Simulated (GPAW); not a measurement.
# Screening of a field by 2H-NbTe2 monolayer, part 2 of 2

How does 2H-NbTe2 monolayer screen a perpendicular field?

GPAW 26.7.0; GPAW, PAW setups; layer in a repeated cell with vacuum, relaxation of atoms and in-plane cell (the session's first sound run).

So far. Step 5 (Field on): The dipole is now -0.0415 e Å, against -6.6e-4 in the run without a field.

## 7. In a field

Level of this step: GPAW, PAW setups; slab in vacuum (GPAW).

The input, run.py:

```python
import json
import numpy as np
from ase import Atoms
from gpaw import GPAW, PW
from gpaw.external import ConstantElectricField

slab = Atoms(
    ['Te', 'Nb', 'Te'],
    positions=[
        [0.00000, 2.12539, 7.00000],
        [-0.00000, 0.00000, 8.84159],
        [0.00000, 2.12539, 10.68319]],
    cell=[[3.68128, -0.0, 0.0], [-1.84064, 3.18809, 0.0], [0.0, 0.0, 17.6832]],
    pbc=[True, True, False])

slab.calc = GPAW(mode=PW(400), xc='PBE', kpts={'size': (9, 9, 1), 'gamma': True},
                 occupations={'name': 'fermi-dirac', 'width': 0.05}, nbands='160%',
                 convergence={'density': 1e-05}, maxiter=200,
                 poissonsolver={'dipolelayer': 'xy'},
                 external=ConstantElectricField(0.05, [0, 0, 1]),
                 symmetry={'tolerance': 1e-3}, txt='slab.txt')
result = {}
energy = slab.get_potential_energy()
fermi = slab.calc.get_fermi_level()
v = slab.calc.get_electrostatic_potential().mean((0, 1)) - fermi
n = slab.calc.get_pseudo_density().mean((0, 1))
L = slab.cell[2, 2]
z = np.arange(len(v)) * L / len(v)
low, high = slab.positions[:, 2].min(), slab.positions[:, 2].max()
below, above = np.interp([low - 4.8, high + 4.8], z, v)
slopes = [np.interp(x, z, np.gradient(v, z)) for x in (low - 4.8, high + 4.8)]
eps = np.array([[slab.calc.get_eigenvalues(k, s) for k in range(len(slab.calc.get_ibz_k_points()))]
                for s in range(slab.calc.get_number_of_spins())]) - fermi
top, bottom = eps[eps < 0].max(), eps[eps > 0].min()
dipole = slab.get_dipole_moment()[2]
print(f'energy {energy:.4f} eV, Fermi level {fermi:.4f} eV, dipole {dipole:.5f} e A')
print(f'potential 4.8 A off the faces, from the Fermi level: lower {below:.4f} eV, upper {above:.4f} eV')
print(f'slope of the potential there: lower {slopes[0]:.5f}, upper {slopes[1]:.5f} eV/A')
print(f'nearest levels on the mesh: {top:.4f} and {bottom:.4f} eV')
print('magnetic moment', round(slab.get_magnetic_moment(), 3))
result.update(energy=energy, fermi=fermi, dipole=dipole, below=below, above=above, slopes=slopes, edges=[top, bottom],
              z=z.tolist(), v=v.tolist(), n=n.tolist(), positions=slab.positions.tolist(),
              forces=slab.get_forces(apply_constraint=False).tolist(), moments=slab.get_magnetic_moments().tolist())
json.dump(result, open('result.json', 'w'))
```

On the command line:

```console
OMP_NUM_THREADS=1 OPENBLAS_NUM_THREADS=1 python run.py
```

The log of the run:

```text
energy -18.0333 eV, Fermi level -0.2762 eV, dipole 0.02075 e A
potential 4.8 A off the faces, from the Fermi level: lower 5.1846 eV, upper 4.8646 eV
slope of the potential there: lower -0.00020, upper 0.00014 eV/A
nearest levels on the mesh: -0.0264 and 0.0338 eV
magnetic moment 0.0
```

Wall time 56 s (1 thread of Arm Neoverse V2, shared host); peak memory 0.25 GiB.

Electrostatic potential energy of an electron (without an applied field's), less the Fermi level, planar mean against z:

z (Å), electrostatic potential energy of an electron (without an applied field's), less the Fermi level, planar mean (eV) and a bar from the least value:
```
      0.0        5.0 ##############################
      0.5        5.2 ##############################
      1.0        5.2 ##############################
      1.5        5.2 ##############################
      2.0        5.2 ##############################
      2.5        5.2 ##############################
      3.0        5.2 ##############################
      3.5        5.2 ##############################
      4.0        5.2 ##############################
      4.5        5.1 ##############################
      5.0        5.0 ##############################
      5.5        4.3 #############################
      6.0        1.5 #########################
      6.5       -7.6 ##############
      7.0      -18.2 
      7.5       -8.7 ############
      8.0       -3.6 ###################
      8.5      -11.4 #########
      9.0      -14.8 ####
      9.5       -5.4 ################
     10.0       -5.3 #################
     10.5      -16.6 ##
     11.0      -13.0 #######
     11.5       -1.0 ######################
     12.0        3.4 ############################
     12.5        4.5 #############################
     13.0        4.8 #############################
     13.5        4.8 ##############################
     14.0        4.9 ##############################
     14.5        4.9 ##############################
     15.0        4.9 ##############################
     15.5        4.9 ##############################
     16.0        4.9 ##############################
     16.5        4.9 ##############################
     17.0        4.9 ##############################
     17.5        4.9 ##############################
```

## 8. Field on

run.py: that of step 7 with these lines changed.

```diff
@@ -19,3 +19,3 @@
                  poissonsolver={'dipolelayer': 'xy'},
-                 external=ConstantElectricField(0.05, [0, 0, 1]),
+                 external=ConstantElectricField(0.1, [0, 0, 1]),
                  symmetry={'tolerance': 1e-3}, txt='slab.txt')
```

The log of the run:

```text
energy -18.0349 eV, Fermi level -0.2765 eV, dipole 0.04151 e A
potential 4.8 A off the faces, from the Fermi level: lower 5.3453 eV, upper 4.7052 eV
slope of the potential there: lower -0.00024, upper 0.00011 eV/A
nearest levels on the mesh: -0.0264 and 0.0338 eV
magnetic moment 0.0
```

Run time: 59 s. Hardware: 1 thread; peak memory 0.25 GiB.

The dipole is now 0.0415 e Å, against -6.6e-4 in the run without a field.

## 9. In a field

run.py: that of step 8 with these lines changed.

```diff
@@ -19,3 +19,3 @@
                  poissonsolver={'dipolelayer': 'xy'},
-                 external=ConstantElectricField(0.1, [0, 0, 1]),
+                 external=ConstantElectricField(0.2, [0, 0, 1]),
                  symmetry={'tolerance': 1e-3}, txt='slab.txt')
```

The log of the run:

```text
energy -18.0411 eV, Fermi level -0.2779 eV, dipole 0.08303 e A
potential 4.8 A off the faces, from the Fermi level: lower 5.6678 eV, upper 4.3874 eV
slope of the potential there: lower -0.00032, upper 0.00007 eV/A
nearest levels on the mesh: -0.0264 and 0.0337 eV
magnetic moment 0.0
```

The job ended after 56 s (1 thread; peak memory 0.25 GiB).

Electrostatic potential energy of an electron (without an applied field's), less the Fermi level, planar mean against z:

| z (Å) | electrostatic potential energy of an electron (without an applied field's), less the Fermi level, planar mean (eV) |
| --- | --- |
| 0 | 5.03 |
| 1 | 5.67 |
| 2 | 5.67 |
| 3 | 5.67 |
| 4 | 5.65 |
| 5 | 5.42 |
| 6 | 1.94 |
| 7 | -17.9 |
| 8 | -3.50 |
| 9 | -14.8 |
| 10 | -5.48 |
| 11 | -13.3 |
| 12 | 2.94 |
| 13 | 4.31 |
| 14 | 4.38 |
| 15 | 4.39 |
| 16 | 4.39 |
| 17 | 4.39 |

The dipole is now 0.0830 e Å, against -6.6e-4 in the run without a field.

## 10. In a field

run.py: that of step 9 with these lines changed.

```diff
@@ -19,3 +19,3 @@
                  poissonsolver={'dipolelayer': 'xy'},
-                 external=ConstantElectricField(0.2, [0, 0, 1]),
+                 external=ConstantElectricField(0.3, [0, 0, 1]),
                  symmetry={'tolerance': 1e-3}, txt='slab.txt')
```

The log of the run:

```text
energy -18.0515 eV, Fermi level -0.2801 eV, dipole 0.12458 e A
potential 4.8 A off the faces, from the Fermi level: lower 5.9923 eV, upper 4.0710 eV
slope of the potential there: lower -0.00043, upper 0.00003 eV/A
nearest levels on the mesh: -0.0265 and 0.0336 eV
magnetic moment 0.0
```

It took 56 s on 1 thread; peak memory 0.25 GiB.

The electrostatic potential energy of an electron (without an applied field's), less the Fermi level, planar mean by z:

```
z (Å)  electrostatic potential energy of an electron (without an applied field's), less the Fermi level, planar mean (eV)
  0.0                                                                                                                5.03
  0.5                                                                                                                5.99
  1.0                                                                                                                5.99
  1.5                                                                                                                5.99
  2.0                                                                                                                5.99
  2.5                                                                                                                5.99
  3.0                                                                                                                5.99
  3.5                                                                                                                5.99
  4.0                                                                                                                5.97
  4.5                                                                                                                5.93
  5.0                                                                                                                5.74
  5.5                                                                                                                5.00
  6.0                                                                                                                2.21
  6.5                                                                                                               -7.03
  7.0                                                                                                               -17.7
  7.5                                                                                                               -8.39
  8.0                                                                                                               -3.42
  8.5                                                                                                               -11.4
  9.0                                                                                                               -14.8
  9.5                                                                                                               -5.55
 10.0                                                                                                               -5.60
 10.5                                                                                                               -17.0
 11.0                                                                                                               -13.5
 11.5                                                                                                               -1.67
 12.0                                                                                                                2.65
 12.5                                                                                                                3.74
 13.0                                                                                                                3.99
 13.5                                                                                                                4.05
 14.0                                                                                                                4.07
 14.5                                                                                                                4.07
 15.0                                                                                                                4.07
 15.5                                                                                                                4.07
 16.0                                                                                                                4.07
 16.5                                                                                                                4.07
 17.0                                                                                                                4.07
 17.5                                                                                                                4.53
```

The dipole is now 0.125 e Å, against -6.6e-4 in the run without a field.

## 11. The series

The members are put on one axis.

This step: induced dipole against applied field (GPAW 26.7.0).

Table of dipole along the normal by field:

```
field (V/Å)  dipole along the normal (e·Å)
     -0.200                        -0.0830
     -0.100                        -0.0415
     -0.050                        -0.0208
      0.000                        -6.6e-4
      0.050                         0.0208
      0.100                         0.0415
      0.200                         0.0830
      0.300                          0.125
```

## 12. What came out

| Item | Value |
| --- | --- |
| work function, both faces | 5.03 eV |
| dipole along the normal | -6.6e-4 e Å, near the numerical noise |
| induced dipole per field | 0.415 e Å per V/Å |
| out-of-plane polarisability per area, α/(ε0 A) | 6.40 Å |

In words: The field induces 0.415 e Å per V/Å, a polarisable thickness α/(ε0 A) of 6.40 Å beside 3.68 Å between the outermost nuclei. A perfect conductor would give the distance between its two image planes; a dielectric of thickness t gives t(1 - 1/ε). The induced dipole is linear in the field over this range. The starting lattice was a guess from atomic radii; the relaxation moved it by -6 %. The small printed dipole stands for a step of 10 meV from the lower to the upper face, and the probes find 2.4 meV; values this small are near the numerical noise of both. The cell holds an odd number of electrons, so without spin polarisation it must come out metallic and without a moment, whatever its true state. The layer's cell and atoms come from the relaxation; spin-orbit coupling and temperature are left out.

[Logs are printed without paths, hosts, clocks, repeated set-up lines and the standing remarks that a program may print on its own settings, such as how far it seeks lower states.]

[Hosts, paths, dates, database ids (printed as entryN), source tags and the programs' standing remarks are cut or masked in the printed files.]
